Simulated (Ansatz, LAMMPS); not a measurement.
**Structural relaxation of aqueous Mg2+ and Br-, 5.4 mol of salt per kg of water, from a frame at 330 K (168 atoms)**

Aim: bring aqueous Mg2+ and Br-, 5.4 mol of salt per kg of water, from a frame at 330 K (168 atoms) to a nearby minimum of the energy and see what moves.

Main program and level: Ansatz 0.2.0; Kohn-Sham DFT, r2SCAN+D4, PAW (set soft_2), plane waves.

## Step 1: The structure

The cell holds 168 atoms: 51 O, 102 H, 5 Mg and 10 Br. Cell: a = 12.174 Å, b = 12.174 Å, c = 12.174 Å, α = 90.0°, β = 90.0°, γ = 90.0°. 51 H2O, 5 Mg2+, 10 Br- placed at random, at 1.69 g/cm³; overlaps pushed apart, then 10 ps at 420 K with divalent ions of Li, Roberts, Chakravorty and Merz (J. Chem. Theory Comput. 9, 2733 (2013)); Joung-Cheatham ions (J. Phys. Chem. B 112, 9020 (2008)); SPC/E water (Berendsen, Grigera and Straatsma, J. Phys. Chem. 91, 6269 (1987)). Snapshot after 20 ps at 330 K and fixed volume.

Limits known from the start: The network of contacts between molecules at the start is that of the classical potential that made the cell. The concentration wasn't checked against solubility and may exceed it. Only the Γ point is sampled, in a cell whose shortest periodic width is 12 Å.

## Step 2: How the cell was made

A classical potential makes the cell, at a small fraction of what the same run would cost in DFT.

This step: classical MD, divalent ions of Li, Roberts, Chakravorty and Merz (J. Chem. Theory Comput. 9, 2733 (2013)); Joung-Cheatham ions (J. Phys. Chem. B 112, 9020 (2008)); SPC/E water (Berendsen, Grigera and Straatsma, J. Phys. Chem. 91, 6269 (1987)) (LAMMPS 22 Jul 2025 - Update 4).

The input, in.lmp:

```
# aqueous Mg2+ and Br-, 5.4 mol of salt per kg of water
units real
atom_style full
boundary p p p
bond_style harmonic
angle_style harmonic
dihedral_style opls
improper_style harmonic
special_bonds lj 0 0 0.5 coul 0 0 0.75
read_data data.lmp
neigh_modify delay 0 every 1 check yes one 4000
comm_modify cutoff 12.0
timestep 0.5
thermo_style custom step time temp pe press density
thermo_modify norm yes
# push overlapping molecules apart
pair_style soft 2.6
pair_coeff * * 0.0
variable a equal ramp(1,60)
fix ad all adapt 1 pair soft a * * v_a
velocity all create 420 676822 mom yes dist gaussian
fix lim all nve/limit 0.03
fix lan all langevin 420 420 50 676823 zero yes
thermo 1000
run 3000 post no
unfix ad
pair_style lj/cut/coul/long 9.0
pair_modify mix arithmetic tail yes
pair_coeff 1 1 0.1553 3.1660   # O
pair_coeff 2 2 0.0000 1.0000   # H
pair_coeff 3 3 0.0102 2.4232   # Mg
pair_coeff 4 4 0.0270 4.9017   # Br
kspace_style pppm 1.0e-4
thermo 100
# [... 17 lines left out ...]
compute msd all msd com yes
thermo 5000
fix md all nvt temp 330 330 100
run 20000 post no
print "== T330: mean square displacement over the hold $(c_msd[4]:%.2f) A^2"
unfix md
uncompute msd
write_dump all custom T330.dump id type xs ys zs modify sort id
```

Run with:

```
> lmp -in in.lmp -log none -nocite
```

Output:

```text
LAMMPS (22 Jul 2025 - Update 4)
Reading data file ...
  orthogonal box = (0 0 0) to (12.17355 12.17355 12.17355)
  168 atoms
  orthogonal box = (0 0 0) to (12.17355 12.17355 12.17355)
  102 bonds
  51 angles
   Step          Time           Temp          PotEng         Press         Density
         0   0              420            0.14381728     8362.6806      1.6930001
      1000   500            404.76878      1.0163705      29454.503      1.6930001
      2000   1000           393.62721      0.81604171     45004.984      1.6930001
      3000   1500           411.96106      0.80740819     49371.299      1.6930001
Loop time of 0.144565 s on 1 MPI rank(s) for 3000 steps with 168 atoms
PPPM initialization ...
  G vector (1/distance) = 0.30560723
  grid = 8 8 8
  estimated relative force accuracy = 7.5403598e-05
   Step          Time           Temp          PotEng         Press         Density
      3000   1500           411.96106      2.8804354      208065.91      1.6930001
      3100   1550           411.96106     -21.015155      5182.4737      1.6930001
      3200   1600           411.96106     -21.395323      7484.9991      1.6930001
      3240   1620           411.96106     -21.443544      7922.9502      1.6930001
Loop time of 0.284518 s on 1 MPI rank(s) for 240 steps with 168 atoms
Minimization stats:
  Stopping criterion = energy tolerance
  Energy initial, next-to-last, final =
      2.88043536229651  -21.4433717378023  -21.4435436677992
  Force two-norm initial, final = 1978.8221 11.888746
  Iterations, force evaluations = 240 453
   Step          Time           Temp          PotEng         Press         Density
         0   0              420           -21.443544      8024.3485      1.6930001
      1000   500            394.52397     -20.186801      7741.1892      1.6930001
      2000   1000           399.05614     -20.172599      14978.77       1.6930001
Loop time of 0.860121 s on 1 MPI rank(s) for 2000 steps with 168 atoms
   Step          Time           Temp          PotEng         Press         Density
      2000   1000           574.50323     -20.703281      20243.078      1.6930001
[... 5 lines left out ...]
Loop time of 4.76892 s on 1 MPI rank(s) for 10000 steps with 168 atoms
   Step          Time           Temp          PotEng         Press         Density
[... 4 lines left out ...]
Loop time of 2.21821 s on 1 MPI rank(s) for 5000 steps with 168 atoms
   Step          Time           Temp          PotEng         Press         Density
[... 2 lines left out ...]
     25000   24000          319.50959     -21.068133      9678.5569      1.6930001
     30000   29000          326.12752     -21.01775       6166.1041      1.6930001
     35000   34000          282.94894     -20.919709      1118.4599      1.6930001
     37000   36000          306.82864     -21.028257      1939.409       1.6930001
Loop time of 8.80073 s on 1 MPI rank(s) for 20000 steps with 168 atoms
== T330: mean square displacement over the hold 6.18 A^2
```

It took 17 s on 1 thread of AMD EPYC 9B45 (Zen 5), shared host; peak memory 0.072 GiB.

The input also reads data.lmp (atoms, bonds and types; not printed here).

## Step 3: Single point at the start

A single point comes first, to see the forces before anything moves.

The input, input.yaml:

```yaml
crystal:
  lattice:
    - [12.17355, 0.0, 0.0]
    - [0.0, 12.17355, 0.0]
    - [0.0, 0.0, 12.17355]
  atoms:
    - { symbol: O, position: [0.64732, 0.84397, 0.44743] }
    - { symbol: H, position: [0.59199, 0.86192, 0.38942] }
    - { symbol: H, position: [0.62738, 0.88254, 0.51716] }
    - { symbol: O, position: [0.05883, 0.65743, 0.02147] }
    - { symbol: H, position: [0.06688, 0.57867, 0.99959] }
    - { symbol: H, position: [0.11453, 0.67569, 0.07902] }
    - { symbol: O, position: [0.77898, 0.48933, 0.55068] }
    - { symbol: H, position: [0.79706, 0.4105, 0.53629] }
    - { symbol: H, position: [0.7316, 0.51807, 0.49004] }
    - { symbol: O, position: [0.77781, 0.00896, 0.24271] }
    - { symbol: H, position: [0.8462, 0.96627, 0.25843] }
    - { symbol: H, position: [0.71778, 0.95737, 0.22074] }
    - { symbol: O, position: [0.19424, 0.05234, 0.39201] }
    - { symbol: H, position: [0.17341, 0.09283, 0.46038] }
    - { symbol: H, position: [0.219, 0.97649, 0.41157] }
    - { symbol: O, position: [0.60057, 0.16664, 0.21519] }
    - { symbol: H, position: [0.55563, 0.12987, 0.15709] }
    - { symbol: H, position: [0.55695, 0.22736, 0.24922] }
    - { symbol: O, position: [0.00735, 0.75891, 0.34442] }
    - { symbol: H, position: [0.94072, 0.75219, 0.29685] }
    - { symbol: H, position: [0.0007, 0.82585, 0.39157] }
    - { symbol: O, position: [0.49917, 0.77537, 0.65991] }
    - { symbol: H, position: [0.41729, 0.77441, 0.66646] }
    - { symbol: H, position: [0.53198, 0.80142, 0.73056] }
    - { symbol: O, position: [0.16505, 0.74288, 0.79687] }
    - { symbol: H, position: [0.20718, 0.73557, 0.72673] }
    - { symbol: H, position: [0.21134, 0.71668, 0.85947] }
    - { symbol: O, position: [0.55825, 0.26454, 0.69107] }
    - { symbol: H, position: [0.63583, 0.26025, 0.71771] }
    - { symbol: H, position: [0.54609, 0.33663, 0.65362] }
    - { symbol: O, position: [0.55842, 0.02681, 0.73152] }
    - { symbol: H, position: [0.63714, 0.03272, 0.70879] }
    [... 130 atom lines left out ...]
    - { symbol: Br, position: [0.24823, 0.31979, 0.3412] }
    - { symbol: Br, position: [0.24766, 0.75681, 0.2002] }
    - { symbol: Br, position: [0.81225, 0.04474, 0.67853] }
    - { symbol: Br, position: [0.98336, 0.175, 0.28525] }
    - { symbol: Br, position: [0.21706, 0.82293, 0.52551] }
    - { symbol: Br, position: [0.05204, 0.39538, 0.94284] }
kpoints:
  mp_grid: { grid: [1, 1, 1] }
hamiltonian:
  xc: r2scan
  dispersion: d4
scf:
  occupations: { method: fixed }
output:
  forces: true
  stress: true
  populations: true
  dos:
    method: { smearing: { sigma: 0.15 } }
    de: 0.1
    projected: { site_lists: { Br: [Br], H: [H], Mg: [Mg], O: [O] } }
  eigenvalues: true
```

Run with:

```
> ansatz run input.yaml --threads 4 --pin off --max-ram 8192MiB --backend cpu --events-out ev --progress --plain --runs-dir out
```

Output:

```text
Engine: ansatz 0.2.0, x86_64-unknown-linux-gnu
Pseudopotentials: kind: paw
Pseudopotential: O, paw, valence charge 6, recommended cutoff 500 eV (meta_gga), O.paw.azcp
Pseudopotential: H, paw, valence charge 1, recommended cutoff 500 eV (meta_gga), H.paw.azcp
Pseudopotential: Mg, paw, valence charge 10, recommended cutoff 500 eV (meta_gga), Mg.paw.azcp
Pseudopotential: Br, paw, valence charge 7, recommended cutoff 500 eV (meta_gga), Br.paw.azcp
[... 6 lines on functional and potentials left out ...]
Crystal: 168 atoms, lattice volume = 1804.063 Å³
Basis set: ecut = 500 eV, 45817 PW (Γ), exchange–correlation on 360×360×360 points (64 copies of the dense FFT grid, shifted against one another)
Bands: 432, of which v1, the nominal top of the filled ones, is band 264 counted from 1 (263 counted from 0)
Symmetry: 1 space group operations
Space group: P1 (ITA 1), of the structure as read, at distance tolerance 1.2e-4 Å
k-points: 1
[... 12 lines on functional and potentials left out ...]
Initial density: superposition of atomic densities (neutral atoms: chi_scale 0, normalization atom), corrected by the library's trained network
Initial wavefunctions: pseudopotential atomic-orbital guess
Functional: x = r2scan, c = r2scan; τ floored in thin density (d = 2e-4 eV/Å³)
SCF iter   1: F=—  HF=-68235.600768 eV  |F-HF|=—  |Δ(HF+E_count)|=         —  Δρ=5.50e-3  dr2=5.37e-1  dr2_τ=6.65e0  ethr=1.77e-3  ⟨swp⟩=5.0  Hψ=1551  notcnv=0  defer=163
preconditioner: auto → Resta (q_TF=auto, 2.223 Å⁻¹)  ε∞=2.2  [insulator: Δε(μ)=3.960 eV  Ē_g=17.733 eV  n_scr=340 (ndim 8)  ℏωp=19.2 eV  f_vac=0.187  ε∞_Penn≈2.2]
SCF iter   2: F=—  HF=-68233.465034 eV  |F-HF|=—  |Δ(HF+E_count)|=    2.14e0  Δρ=3.26e-3  dr2=9.54e-2  dr2_τ=1.54e-2  ethr=1.02e-4  ⟨swp⟩=3.0  Hψ=750  notcnv=0  defer=166
SCF iter   3: F=—  HF=-68233.431049 eV  |F-HF|=—  |Δ(HF+E_count)|=   3.40e-2  Δρ=1.06e-3  dr2=2.02e-2  dr2_τ=2.27e-3  ethr=1.81e-5  ⟨swp⟩=2.0  Hψ=496  notcnv=0  defer=166
SCF iter   4: F=—  HF=-68233.438377 eV  |F-HF|=—  |Δ(HF+E_count)|=   7.33e-3  Δρ=2.16e-4  dr2=7.51e-4  dr2_τ=8.89e-5  ethr=3.83e-6  ⟨swp⟩=2.0  Hψ=496  notcnv=0  defer=166
SCF iter   5: F=—  HF=-68233.438819 eV  |F-HF|=—  |Δ(HF+E_count)|=   4.42e-4  Δρ=9.85e-5  dr2=1.39e-4  dr2_τ=1.89e-5  ethr=1.42e-7  ⟨swp⟩=2.0  Hψ=535  notcnv=0  defer=166
SCF iter   6: F=—  HF=-68233.438909 eV  |F-HF|=—  |Δ(HF+E_count)|=   9.00e-5  Δρ=4.03e-5  dr2=2.28e-5  dr2_τ=3.44e-6  ethr=2.62e-8  ⟨swp⟩=3.0  Hψ=545  notcnv=0  defer=161
SCF iter   7: F=—  HF=-68233.439158 eV  |F-HF|=—  |Δ(HF+E_count)|=   2.50e-4  Δρ=7.03e-6  dr2=1.06e-6  dr2_τ=8.97e-8  ethr=4.31e-9  ⟨swp⟩=2.0  Hψ=660  notcnv=0  defer=161
SCF iter   8: F=—  HF=-68233.439160 eV  |F-HF|=—  |Δ(HF+E_count)|=   1.63e-6  Δρ=3.08e-6  dr2=1.51e-7  dr2_τ=1.68e-8  ethr=2.01e-10  ⟨swp⟩=2.0  Hψ=515  notcnv=0  defer=161
SCF iter   9: F=-68233.439160 eV  HF=-68233.439160 eV  |F-HF|=6.90e-9  |Δ(HF+E_count)|=   1.23e-7  Δρ=1.75e-6  dr2=4.26e-8  dr2_τ=5.76e-9  ethr=1.89e-11  ⟨swp⟩=17.0  Hψ=3400  notcnv=0
SCF 1 converged in 9 iterations: F = -68233.439160 eV  dr2 = 4.26e-8
  greatest PAW one-centre occupation: 1.000 electrons in one spin orbital (limit 2), on the Mg atom at site 157 (counted from 0), in its partial waves of l = 0
SCF converged after 9 iterations
Free energy (F): -68233.439160 eV
Harris-Foulkes:  -68233.439160 eV  (|F-HF|=6.90e-9)
Internal energy: -68233.439160 eV  (E = F + TS)
E sigma→0 (E₀):  -68233.439160 eV
Fermi energy:    -0.692944 eV
--- Per-component energies (eV) ---
  E_band       = -6226.506832
  E_kinetic    = 12073.847712
  E_local      = -45869.100716  (includes V_loc(G=0)·N_el)
  E_nonlocal   = 3774.159843
  E_hartree    = 16797.573564
  E_xc         = -7254.441614
  E_vxc        = -8013.076934  (∫ρ·V_xc dr)
  E_paw        = -32425.573499  (= ΣΔE_a)
  E_vpaw       = -2314.855325  (= ΣTr[D̂ρ^β])
  E_aug_tail   = 0.010082  (compensation charges beyond the density's cutoff)
  E_vtau       = 527.361834  (kinetic-family band-sum trace: ∫τ·v_τ [+ j·A + Jᵃ·Aᵃ] dr)
  E_ewald      = -15323.060532
  E_disp       = -3.512035  (pairwise vdW)
  E_core_change = -3.341965  (= ΣΔE_core)
  E_smearing   = -0.000000  (= −TS)
  E_closure    = -0.000000  (closes the sum)
  Σ components = -68233.439160   (vs F -68233.439160, Δ=0.00e0)
--- Forces (eV/Å), atoms counted from 1 ---
  atom   1  O     -0.67969390     0.60237061     0.46298744
  atom   2  H      1.22863838    -0.27508327     1.71820957
  atom   3  H     -0.07091817    -0.53003208    -1.67991481
  atom   4  O      1.25705483    -0.25315186     0.64590289
  atom   5  H     -0.02805819     1.08233760     0.37662385
  atom   6  H     -0.84463075    -0.76549782    -0.75991882
  atom   7  O     -1.10394567    -0.71662292    -1.33328767
  atom   8  H      0.02340711     1.25245174     0.01247149
  atom   9  H      0.98914109    -0.78125050     0.65263108
  atom  10  O      1.26140015    -1.58254298    -0.08538746
  atom  11  H     -1.61146351     0.72626007    -0.27839224
  atom  12  H      0.73014402     0.45681823     0.19888501
  atom  13  O      0.15177040    -0.08845673     0.53409911
  atom  14  H      0.08902138    -1.06391360    -0.92683013
[...]
atom 167  Br     0.15150773    -0.25499491    -0.21898311
  atom 168  Br     0.25758361    -0.11512165    -0.21112367
  max |Σ_I F_I| component: 4.31e-4 eV/Å
--- Stress (GPa, compression-positive) ---
       -4.127384      -0.118450      -0.282181
       -0.118453      -2.345008      -0.174595
       -0.282179      -0.174594      -3.275544
  P = ⅓ Tr σ = -3.2493 GPa (-32.493 kbar)
--- Band table (eV) ---
  k-point 0: bands = ["-77.1464", "-77.1382", "-76.7490", "-76.0648", [... 416 levels ...], "12.1471", "12.1812", "12.1916", "12.2384", "12.2721", "12.3097", "12.3157", "12.3629", "12.3770", "12.3846", "12.4341", "12.4856"]
--- Löwdin populations: 168 sites ---
  site symbol       q [e]
     0      O      6.7032
     1      H      0.6137
     2      H      0.5942
[...]
167     Br      7.5099
  spilling = 0.009054 (of n_electrons = 528.000000)
```

The job ended after 30 s (4 threads of AMD EPYC 9B45 (Zen 5), shared host; peak memory 4.9 GiB; 1.9 min of CPU time).

Reading the cycles: dr2 is the Hartree energy of the density residual (eV), the measure of convergence; HF is the Harris–Foulkes estimate of the energy, which meets the free energy F at convergence.

Numbers from this run:

```
free energy                                      : -68233.4392 eV
free energy per atom                             : -406.1514 eV/atom
SCF cycles                                       : 9
pressure                                         : -3.249 GPa
r.m.s. force component                           : 0.7419 eV/Å
longest force                                    : 2.13 eV/Å
Fermi energy                                     : -0.6929 eV
gap (highest filled to lowest empty level) : 3.963 eV
spilling of the projection                       : 0.009054
```

The r.m.s. force component of 0.74 eV/Å and the pressure of -3.2 GPa set the starting point.

Neighbours are counted within 1.21 Å (H-O), 2.58 Å (O-Mg), 3.33 Å (Br-Mg).

Length of the force by element and coordination:

| element | coordination | atoms | mean length of the force (eV/Å) | spread | least | most |
| --- | --- | --- | --- | --- | --- | --- |
| Br | all | 10 | 0.415 | 0.242 | 0.113 | 0.935 |
| Br | 0 | 3 | 0.427 | 0.196 | 0.234 | 0.696 |
| Br | 1 | 5 | 0.312 | 0.171 | 0.113 | 0.604 |
| Br | 2 | 2 | 0.655 | 0.280 | 0.375 | 0.935 |
| H | all | 102 | 1.37 | 0.313 | 0.653 | 2.13 |
| Mg | all | 5 | 0.863 | 0.336 | 0.365 | 1.34 |
| O | all | 51 | 1.09 | 0.408 | 0.169 | 2.03 |
| O | 2 | 30 | 1.01 | 0.303 | 0.296 | 1.56 |
| O | 3 | 21 | 1.21 | 0.502 | 0.169 | 2.03 |

(Continued in part 2 of 3.)

[Logs are printed without paths, hosts, clocks, repeated set-up lines and the standing remarks that a program may print on its own settings, such as how far it seeks lower states.]

[Hosts, paths, dates, database ids (printed as entryN), source tags and the programs' standing remarks are cut or masked in the printed files.]
